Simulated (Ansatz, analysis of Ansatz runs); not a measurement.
# Moving an added electron between Mn sites in NaMnF4 (P2_1/c)

Aim: the energy barrier that a trapped electron meets when it moves from one Mn atom to another one nearby in NaMnF4 (P2_1/c). The model is a cell of 48 host atoms.

Method: plane-wave PAW DFT, PBEsol+U; relaxation of all atoms of a supercell at fixed charge in a uniform background, in Ansatz 0.2.0.

## 1. The structure

The cell holds 48 atoms: 8 Na, 8 Mn and 32 F. Cell: a = 10.617 Å, b = 8.381 Å, c = 10.617 Å, α = 106.0°, β = 124.9°, γ = 105.5°. It derives from NaMnF4 (space group P2_1/c). Nearest the centre at fractional (0.250, 0.250, 1.000): F33 at 1.78 Å, F41 at 1.78 Å, F37 at 2.29 Å, F45 at 2.29 Å, F29 at 2.38 Å, F21 at 2.38 Å, Mn11 at 2.46 Å, Mn9 at 2.46 Å.

Hubbard terms: Mn d 4.5 eV. They were chosen, not fitted, to curb self-interaction in the shells named, the trial site's among them. The two sites are Mn11 and Mn9. The cell's shortest repeat is 8.4 Å. The host's moments were started antiferromagnetic in the unit cell, high spin; both sites carry the same spin direction.

## 2. The cell without the carrier

The neutral cell is relaxed first, from small random displacements, so that bond lengths and moments with the carrier can be set beside those of a relaxed cell without it.

Input file neutral.relax/input.yaml:

```yaml
crystal:
  lattice:
    - [-7.6494262, 4.91336329, 5.483466]
    - [3.92179735, -4.91336591, 5.54236043]
    - [7.64942415, 4.91336352, -5.48346905]
  atoms:
    - { symbol: Na, position: [0.25, 0.25, 0.5] }
    - { symbol: Na, position: [0.25, 0.75, 0.0] }
    - { symbol: Na, position: [0.75, 0.25, 0.0] }
    - { symbol: Na, position: [0.75, 0.75, 0.5] }
    - { symbol: Na, position: [0.25, 0.0, 0.75] }
    - { symbol: Na, position: [0.25, 0.5, 0.25] }
    - { symbol: Na, position: [0.75, 0.0, 0.25] }
    - { symbol: Na, position: [0.75, 0.5, 0.75] }
    - { symbol: Mn, position: [0.0, 0.25, 0.75], spin: 4.0 }
    - { symbol: Mn, position: [0.0, 0.75, 0.25], spin: 4.0 }
    - { symbol: Mn, position: [0.5, 0.25, 0.25], spin: 4.0 }
    - { symbol: Mn, position: [0.5, 0.75, 0.75], spin: 4.0 }
    - { symbol: Mn, position: [0.0, 0.0, 0.0], spin: -4.0 }
    - { symbol: Mn, position: [0.0, 0.5, 0.5], spin: -4.0 }
    - { symbol: Mn, position: [0.5, 0.0, 0.5], spin: -4.0 }
    - { symbol: Mn, position: [0.5, 0.5, 0.0], spin: -4.0 }
    - { symbol: F, position: [0.135315, 0.209291, 0.228693] }
    - { symbol: F, position: [0.135315, 0.709291, 0.728693] }
    - { symbol: F, position: [0.635315, 0.209291, 0.728693] }
    - { symbol: F, position: [0.635315, 0.709291, 0.228693] }
    - { symbol: F, position: [0.019402, 0.040709, 0.676024] }
    - { symbol: F, position: [0.019402, 0.540709, 0.176024] }
    - { symbol: F, position: [0.519402, 0.040709, 0.176024] }
    - { symbol: F, position: [0.519402, 0.540709, 0.676024] }
    - { symbol: F, position: [0.364685, 0.290709, 0.771307] }
    - { symbol: F, position: [0.364685, 0.790709, 0.271307] }
    - { symbol: F, position: [0.864685, 0.290709, 0.271307] }
    - { symbol: F, position: [0.864685, 0.790709, 0.771307] }
    - { symbol: F, position: [0.480598, 0.459291, 0.323976] }
    - { symbol: F, position: [0.480598, 0.959291, 0.823976] }
    - { symbol: F, position: [0.980598, 0.459291, 0.823976] }
    - { symbol: F, position: [0.980598, 0.959291, 0.323976] }
    - { symbol: F, position: [0.447392, 0.266844, 0.054475] }
    - { symbol: F, position: [0.447392, 0.766844, 0.554475] }
    - { symbol: F, position: [0.947392, 0.266844, 0.554475] }
    - { symbol: F, position: [0.947392, 0.766844, 0.054475] }
    - { symbol: F, position: [0.287628, 0.483153, 0.930547] }
    - { symbol: F, position: [0.287628, 0.983153, 0.430547] }
    - { symbol: F, position: [0.787628, 0.483153, 0.430547] }
    - { symbol: F, position: [0.787628, 0.983153, 0.930547] }
    - { symbol: F, position: [0.052608, 0.233156, 0.945525] }
    - { symbol: F, position: [0.052608, 0.733156, 0.445525] }
    - { symbol: F, position: [0.552608, 0.233156, 0.445525] }
    - { symbol: F, position: [0.552608, 0.733156, 0.945525] }
    - { symbol: F, position: [0.212372, 0.016847, 0.069453] }
    - { symbol: F, position: [0.212372, 0.516847, 0.569453] }
    - { symbol: F, position: [0.712372, 0.016847, 0.569453] }
    - { symbol: F, position: [0.712372, 0.516847, 0.069453] }
basis:
  ecutwfc: 420
  xc_grid: 2
hamiltonian:
  xc: pbesol
  hubbard: { sites: [{ species: Mn, l: d, u_eff: 4.5 }] }
kpoints:
  mp_grid: { grid: [1, 1, 1] }
magnetization:
  spin_polarized: true
  initial_magnetization: 0
  spin_locking: { lock_magnetization: hard }
scf:
  occupations: { method: fermi_dirac, width: 0.01 }
  max_iter: 120
  lower_state_search: "off"
output:
  forces: true
relax:
  f_tol: 0.02
  max_steps: 70
  random_displacement: { amplitude: 0.04, seed: 2532 }
checkpoint:
  write: "../neutral.relax.run"
  compress: false
  write_wavefunctions: true
  write_every: 100000
```

Launch:

```sh
> ansatz run input.yaml --threads 4 --pin off --max-ram 9420MiB --backend cpu --events-out ev --progress --plain --runs-dir out
```

Numbers of over 12 decimals in the logs are rounded to 6 here.

What it wrote:

```text
[... repeated set-up lines and file paths are left out, and long positions are rounded to six places ...]
Na: projections on atomic orbitals take those of the free atom [He] 2s2 2p6 3s1, of charge +0.00 (hamiltonian.pseudopotentials.projection_atoms); the dataset's partial waves leave at most 1.8e-8 of an orbital's norm unspanned inside its sphere
Mn: projections on atomic orbitals take those of the free atom [Ne] 3s2 3p6 3d5 4s2, of charge +0.00 (hamiltonian.pseudopotentials.projection_atoms); the dataset's partial waves leave at most 9.0e-7 of an orbital's norm unspanned inside its sphere
F: projections on atomic orbitals take those of the free atom [He] 2s2 2p5, of charge +0.00 (hamiltonian.pseudopotentials.projection_atoms); the dataset's partial waves leave at most 1.6e-8 of an orbital's norm unspanned inside its sphere
Engine: ansatz 0.2.0, aarch64-unknown-linux-gnu
Pseudopotentials: kind: paw
Pseudopotential: Na, paw, valence charge 9, recommended cutoff 420 eV (normal), Na.paw.azcp
Pseudopotential: Mn, paw, valence charge 15, recommended cutoff 420 eV (normal), Mn.paw.azcp
Pseudopotential: F, paw, valence charge 7, recommended cutoff 420 eV (normal), F.paw.azcp
Functional definition: PBEsol
  exchange = pbesol_x
  correlation = pbesol_c
Crystal: 48 atoms, lattice volume = 627.937 Å³
Basis set: ecut = 420 eV, 12253 PW (Γ), exchange–correlation on 144×120×144 points (8 copies of the dense FFT grid, shifted against one another)
Bands: 256, of which v1, the nominal top of the filled ones, is band 208 counted from 1 (207 counted from 0)
Symmetry: 1 space group operations
k-points: 1
[...]
atom  33  F      0.00005792     0.00085459     0.00044226
  [... 3 atoms left out ...]
  atom  37  F     -0.00059188     0.00043423    -0.00087587
  [... 3 atoms left out ...]
  atom  41  F     -0.00043995     0.00044317     0.00031675
  [... 3 atoms left out ...]
  atom  45  F     -0.00008899     0.00082014     0.00026126
[...]
max |Σ_I F_I| component: 8.21e-5 eV/Å
--- Band table (eV) ---
  k-point 0 ↑: bands = ["-78.3621", "-78.3620", "-78.3619", "-78.3618", [... 248 left out ...] "14.2642", "14.3932", "14.4817", "14.5807"]
  k-point 0 ↓: bands = ["-78.3623", "-78.3621", "-78.3617", "-78.3614", [... 248 left out ...] "14.2640", "14.3934", "14.4818", "14.5807"]
Occupation matrices written to <dir>
--- Relaxed structure (5 steps of the walk, 5 accepted, 0 SCFs on fresh bases) ---
  F+E_penalty+E_count = -68391.03625283 eV   max|allowed force component| = 1.079e-3 eV/Å
  atoms:
    - { symbol: Na, position: [0.250050, 0.250678, 0.499976] }
    - { symbol: Na, position: [0.249997, 0.750728, -6.0447146448316946e-5] }
[...]
- { symbol: Na, position: [0.250149, 0.000725, 0.750007] }
    - { symbol: Na, position: [0.250090, 0.500732, 0.249971] }
[...]
- { symbol: Mn, position: [8.324310484755792e-5, 0.250697, 0.749953] }
    [... 1 atom left out ...]
    - { symbol: Mn, position: [0.500073, 0.250750, 0.250001] }
[...]
- { symbol: F, position: [0.019813, 0.041260, 0.676757] }
[...]
- { symbol: F, position: [0.480481, 0.460241, 0.323423] }
[...]
- { symbol: F, position: [0.447698, 0.267234, 0.054176] }
    [... 3 atoms left out ...]
    - { symbol: F, position: [0.287818, 0.484304, 0.931246] }
    [... 3 atoms left out ...]
    - { symbol: F, position: [0.052222, 0.234218, 0.945709] }
    [... 3 atoms left out ...]
    - { symbol: F, position: [0.212342, 0.017267, 0.068787] }
    [... 3 atoms left out ...]
[key lines of the parts left out:]
SCF converged after 7 iterations
Magnetization: 0.0000 μB (208.0000 up, 208.0000 down)
Free energy (F): -68391.036253 eV
Fermi energy:    3.448605 (↑ 3.448541, ↓ 3.448669) eV
```

It took 46 s on 4 threads of Arm Neoverse V1, shared host; peak memory 1.3 GiB; 2.9 min of CPU time.

The largest displacement from an ideal site is 0.008 Å.

## 3. The electron on the first site

The nearest neighbour or neighbours of the site start displaced and the site's starting moment is changed by the carrier's spin, since a carrier doesn't trap itself in the undistorted lattice.

Input file A.relax/input.yaml:

```yaml
crystal:
  lattice:
    - [-7.6494262, 4.91336329, 5.483466]
    - [3.92179735, -4.91336591, 5.54236043]
    - [7.64942415, 4.91336352, -5.48346905]
  atoms:
    - { symbol: Na, position: [0.25005, 0.250678, 0.499976] }
    - { symbol: Na, position: [0.249997, 0.750728, -6.0e-05] }
    - { symbol: Na, position: [0.750144, 0.250683, -3.0e-05] }
    - { symbol: Na, position: [0.750179, 0.750744, 0.500047] }
    - { symbol: Na, position: [0.250149, 0.000725, 0.750007] }
    - { symbol: Na, position: [0.25009, 0.500732, 0.249971] }
    - { symbol: Na, position: [0.750008, 0.000678, 0.249833] }
    - { symbol: Na, position: [0.750065, 0.500689, 0.749973] }
    - { symbol: Mn, position: [8.3e-05, 0.250697, 0.749953], spin: 4.0 }
    - { symbol: Mn, position: [6.7e-05, 0.750679, 0.249984], spin: 4.0 }
    - { symbol: Mn, position: [0.500073, 0.25075, 0.250001], spin: 5.0 }
    - { symbol: Mn, position: [0.500033, 0.750654, 0.749928], spin: 4.0 }
    - { symbol: Mn, position: [3.5e-05, 0.00071, -2.8e-05], spin: -4.0 }
    - { symbol: Mn, position: [5.0e-05, 0.500676, 0.49996], spin: -4.0 }
    - { symbol: Mn, position: [0.500082, 0.00071, 0.499938], spin: -4.0 }
    - { symbol: Mn, position: [0.500095, 0.500731, 2.4e-05], spin: -4.0 }
    - { symbol: F, position: [0.1361, 0.210204, 0.229052] }
    - { symbol: F, position: [0.136197, 0.710157, 0.729068] }
    - { symbol: F, position: [0.636253, 0.210169, 0.729072] }
    - { symbol: F, position: [0.636246, 0.710243, 0.229121] }
    - { symbol: F, position: [0.019813, 0.04126, 0.676757] }
    - { symbol: F, position: [0.019715, 0.541218, 0.17662] }
    - { symbol: F, position: [0.520969, 0.027586, 0.171566] }
    - { symbol: F, position: [0.51963, 0.54117, 0.676507] }
    - { symbol: F, position: [0.363952, 0.291259, 0.770908] }
    - { symbol: F, position: [0.363894, 0.791223, 0.270813] }
    - { symbol: F, position: [0.863883, 0.291223, 0.270826] }
    - { symbol: F, position: [0.86396, 0.791191, 0.770903] }
    - { symbol: F, position: [0.47916, 0.473902, 0.328432] }
    - { symbol: F, position: [0.480512, 0.960183, 0.823427] }
    - { symbol: F, position: [0.980378, 0.460149, 0.823171] }
    - { symbol: F, position: [0.980462, 0.960162, 0.323382] }
    - { symbol: F, position: [0.444431, 0.268685, 0.041799] }
    - { symbol: F, position: [0.447764, 0.767236, 0.554175] }
    - { symbol: F, position: [0.947877, 0.26713, 0.554155] }
    - { symbol: F, position: [0.947696, 0.767141, 0.054148] }
    - { symbol: F, position: [0.287818, 0.484304, 0.931246] }
    - { symbol: F, position: [0.287812, 0.984238, 0.43121] }
    - { symbol: F, position: [0.803426, 0.496757, 0.440963] }
    - { symbol: F, position: [0.78774, 0.984172, 0.931178] }
    - { symbol: F, position: [0.052222, 0.234218, 0.945709] }
    - { symbol: F, position: [0.052425, 0.734224, 0.445816] }
    - { symbol: F, position: [0.555671, 0.232793, 0.458182] }
    - { symbol: F, position: [0.552383, 0.73414, 0.945735] }
    - { symbol: F, position: [0.196697, 0.004713, 0.059056] }
    - { symbol: F, position: [0.212314, 0.517165, 0.568672] }
    - { symbol: F, position: [0.71234, 0.017145, 0.568653] }
    - { symbol: F, position: [0.712374, 0.517147, 0.068812] }
total_charge: -1
basis:
  ecutwfc: 420
  xc_grid: 2
hamiltonian:
  xc: pbesol
  hubbard: { sites: [{ species: Mn, l: d, u_eff: 4.5 }] }
kpoints:
  mp_grid: { grid: [1, 1, 1] }
magnetization:
  spin_polarized: true
  initial_magnetization: 1
  spin_locking: { lock_magnetization: hard }
scf:
  occupations: { method: fermi_dirac, width: 0.01 }
  max_iter: 120
  lower_state_search: "off"
output:
  forces: true
relax:
  f_tol: 0.015
  max_steps: 70
  escape_saddle: false
checkpoint:
  write: "../A.relax.run"
  compress: false
  write_wavefunctions: true
  write_every: 100000
```

What it wrote:

```text
[...]
Crystal: 48 atoms, lattice volume = 627.937 Å³
Basis set: ecut = 420 eV, 12253 PW (Γ), exchange–correlation on 144×120×144 points (8 copies of the dense FFT grid, shifted against one another)
Bands: 257, of which v1, the nominal top of the filled ones, is band 209 counted from 1 (208 counted from 0)
Symmetry: 1 space group operations
[...]
k-points: 1
[...]
Starting moments: Σ|m| = 33 μB on 8 of 48 sites
[...]
SCF iter   1: F=—  HF=-68496.016645 eV  |F-HF|=—  |Δ(HF+E_count)|=         —  Δρ=2.85e-1 (↑2.64e-1 ↓2.85e-1)  dr2=1.61e3  dr2_m=6.92e1  M=1.000 μB ∫|m|=16.085 μB  β_m=0.30  ethr=3.10e-3  ⟨swp⟩=5.0  Hψ=1794  notcnv=0  defer=24
[...]
spin=Collinear: Resta preconditioning applied to the charge; magnetization (m = ρ↑ − ρ↓) channel mixes plain (no charge-response kernel on spin).
SCF iter   2: F=—  HF=-68413.090173 eV  |F-HF|=—  |Δ(HF+E_count)|=    8.29e1  Δρ=9.85e-2 (↑9.85e-2 ↓9.59e-2)  dr2=1.47e2  dr2_m=6.56e0  M=1.000 μB ∫|m|=33.052 μB  β_m=0.27  ethr=3.10e-3  ⟨swp⟩=10.5  Hψ=1955  notcnv=0  defer=72
[...]
SCF iter  20: F=-68386.288559 eV  HF=-68386.288561 eV  |F-HF|=2.26e-6  |Δ(HF+E_count)|=   5.03e-7  Δρ=1.84e-5 (↑1.84e-5 ↓3.13e-6)  dr2=2.81e-6  dr2_m=4.77e-7  M=1.000 μB ∫|m|=33.701 μB  ethr=1.35e-9  ⟨swp⟩=2.5  Hψ=1362  notcnv=0
SCF 1 converged in 20 iterations: F = -68386.288559 eV  dr2 = 2.81e-6
[...]
relax step   1: F+E_penalty+E_count = -68386.28855922 eV  Δ(F+E_penalty+E_count) = +0.000e0 eV  max|allowed force component| = 7.963e-1 eV/Å  Δτ_max = 0.0000 Å  (20 SCF iters, dr2 threshold 5.63e-6 eV, accepted)
[...]
relax step   2: F+E_penalty+E_count = -68386.43106756 eV  Δ(F+E_penalty+E_count) = -1.425e-1 eV  max|allowed force component| = 4.256e-1 eV/Å  Δτ_max = 0.0476 Å  (12 SCF iters, dr2 threshold 3.96e-5 eV, accepted)
relax step   3: F+E_penalty+E_count = -68386.54009013 eV  Δ(F+E_penalty+E_count) = -1.090e-1 eV  max|allowed force component| = 2.105e-1 eV/Å  Δτ_max = 0.0900 Å  (8 SCF iters, dr2 threshold 1.13e-5 eV, accepted)
relax step   4: F+E_penalty+E_count = -68386.57310052 eV  Δ(F+E_penalty+E_count) = -3.301e-2 eV  max|allowed force component| = 5.727e-2 eV/Å  Δτ_max = 0.0336 Å  (6 SCF iters, dr2 threshold 1.08e-5 eV, accepted)
relax step   5: F+E_penalty+E_count = -68386.57629775 eV  Δ(F+E_penalty+E_count) = -3.197e-3 eV  max|allowed force component| = 1.981e-2 eV/Å  Δτ_max = 0.0121 Å  (7 SCF iters, dr2 threshold 2.43e-7 eV, accepted)
SCF iter   1: F=—  HF=-68386.579956 eV  |F-HF|=—  |Δ(HF+E_count)|=         —  Δρ=9.33e-4 (↑8.60e-4 ↓9.33e-4)  dr2=6.05e-3  dr2_m=6.39e-4  M=1.000 μB ∫|m|=33.728 μB  β_m=0.30  ethr=1.67e-5  ⟨swp⟩=5.0  Hψ=1314  notcnv=0  defer=68
[...]
SCF iter   8: F=-68386.578137 eV  HF=-68386.578137 eV  |F-HF|=2.07e-8  |Δ(HF+E_count)|=   6.38e-8  Δρ=1.95e-6 (↑1.72e-6 ↓1.95e-6)  dr2=3.98e-8  dr2_m=3.91e-9  M=1.000 μB ∫|m|=33.726 μB  ethr=2.40e-11  ⟨swp⟩=3.5  Hψ=1360  notcnv=0
SCF 6 converged in 8 iterations: F = -68386.578137 eV  dr2 = 3.98e-8
relax step   6: F+E_penalty+E_count = -68386.57813668 eV  Δ(F+E_penalty+E_count) = -1.839e-3 eV  max|allowed force component| = 1.094e-2 eV/Å  Δτ_max = 0.0176 Å  (8 SCF iters, accepted)
NSCF: frozen V_eff on 1 k-points
[...]
SCF converged after 8 iterations
[...]
Magnetization: 1.0000 μB (209.0000 up, 208.0000 down)
Absolute magnetization: 33.7949 μB (∫|ρ↑−ρ↓|, with the PAW one-centre terms)
[...]
Per-site moments (μB) at R_I (Å): [(0.000267749, 0.913392), (9.406254942273534e-5, 0.893741), (0.000267767, 0.913385), [... 45 left out ...]
Free energy (F): -68386.578137 eV
[...]
Internal energy: -68386.578137 eV  (E = F + TS)
E sigma→0 (E₀):  -68386.578137 eV
Fermi energy:    4.461453 (↑ 4.461453, ↓ 3.685099) eV
[...]
--- Forces (eV/Å), atoms counted from 1 ---
  atom   1  Na    -0.00835491     0.00219236     0.00269079
  atom   2  Na     0.00032824    -0.00286874    -0.00215517
  [... 2 atoms left out ...]
  atom   5  Na    -0.00078674    -0.00189982    -0.00175340
  atom   6  Na     0.00255723    -0.00340787    -0.00299670
  [... 2 atoms left out ...]
  atom   9  Mn     0.00001868    -0.00000847    -0.00002378
  [... 1 atom left out ...]
  atom  11  Mn     0.00001839    -0.00002557    -0.00001336
  [... 9 atoms left out ...]
  atom  21  F     -0.00681780     0.00442209    -0.00544376
  [... 7 atoms left out ...]
  atom  29  F     -0.00859927     0.00247959     0.00023598
  [... 3 atoms left out ...]
  atom  33  F     -0.00247471     0.00739509     0.00681831
  [... 3 atoms left out ...]
  atom  37  F     -0.00077527     0.00168247     0.00088558
  [... 3 atoms left out ...]
  atom  41  F      0.00229125    -0.00075008    -0.00191536
  [... 3 atoms left out ...]
  atom  45  F     -0.00871122     0.01093530     0.00974137
  [... 3 atoms left out ...]
  max |Σ_I F_I| component: 2.48e-6 eV/Å
--- Band table (eV) ---
[...]
Occupation matrices written to <dir>
--- Relaxed structure (6 steps of the walk, 6 accepted, 0 SCFs on fresh bases) ---
  F+E_penalty+E_count = -68386.57813668 eV   max|allowed force component| = 1.094e-2 eV/Å
  atoms:
    - { symbol: Na, position: [0.252587, 0.250007, 0.494151] }
    - { symbol: Na, position: [0.257733, 0.753624, 0.005301] }
    [... 2 atoms left out ...]
    - { symbol: Na, position: [0.252783, 0.004890, 0.752018] }
    - { symbol: Na, position: [0.253899, 0.504066, 0.251684] }
    [... 2 atoms left out ...]
    - { symbol: Mn, position: [7.019904430144441e-5, 0.250705, 0.749971] }
    [... 1 atom left out ...]
    - { symbol: Mn, position: [0.500071, 0.250706, 0.249974] }
    [... 9 atoms left out ...]
    - { symbol: F, position: [0.018288, 0.040278, 0.674575] }
    [... 7 atoms left out ...]
    - { symbol: F, position: [0.482441, 0.483225, 0.332556] }
    [... 3 atoms left out ...]
    - { symbol: F, position: [0.450249, 0.271734, 0.035602] }
    [... 3 atoms left out ...]
    - { symbol: F, position: [0.283820, 0.482916, 0.924559] }
    [... 3 atoms left out ...]
    - { symbol: F, position: [0.053166, 0.234387, 0.945870] }
    [... 3 atoms left out ...]
    - { symbol: F, position: [0.204321, 0.009391, 0.061744] }
    [... 3 atoms left out ...]
```

The job ended after 62 s (4 threads; peak memory 1.3 GiB).

Relaxation path:

```tsv
step	energy less that of the first step (eV)	largest force component (eV/Å)
1	0.0000	0.7963
2	-0.1425	0.4256
3	-0.2515	0.2105
4	-0.2845	0.0573
5	-0.2877	0.0198
6	-0.2896	0.0109
```

The atoms that moved most (Å):

```tsv
atom	dx	dy	dz	length
F25	-0.043	-0.089	0.063	0.117
F19	0.043	0.088	-0.063	0.117
F33	-0.080	-0.017	0.083	0.116
F43	0.079	0.017	-0.083	0.116
F48	-0.068	-0.037	0.065	0.101
F38	0.068	0.036	-0.064	0.100
Na3	0.067	0.012	-0.042	0.080
Na1	-0.067	-0.013	0.042	0.080
```

The moves above count from the input, in which the site's nearest neighbours were already displaced; the distances below compare with the cell without the carrier.

Distances from Mn11 without and with the electron:

```tsv
atom	without (Å)	with (Å)
F23	1.83	2.01
F29	1.83	2.01
F33	1.88	2.09
F43	1.88	2.09
F39	2.21	2.27
F45	2.21	2.27
```

The largest changes of the moments are 0.85 μB on Mn11, 0.03 μB on F29 and 0.03 μB on F23. The largest part sits on the chosen site.

[end of part 1 of 2]

[Logs are printed without paths, hosts, clocks, repeated set-up lines and the standing remarks that a program may print on its own settings, such as how far it seeks lower states.]

[Hosts, paths, dates, database ids (printed as entryN), source tags and the programs' standing remarks are cut or masked in the printed files.]
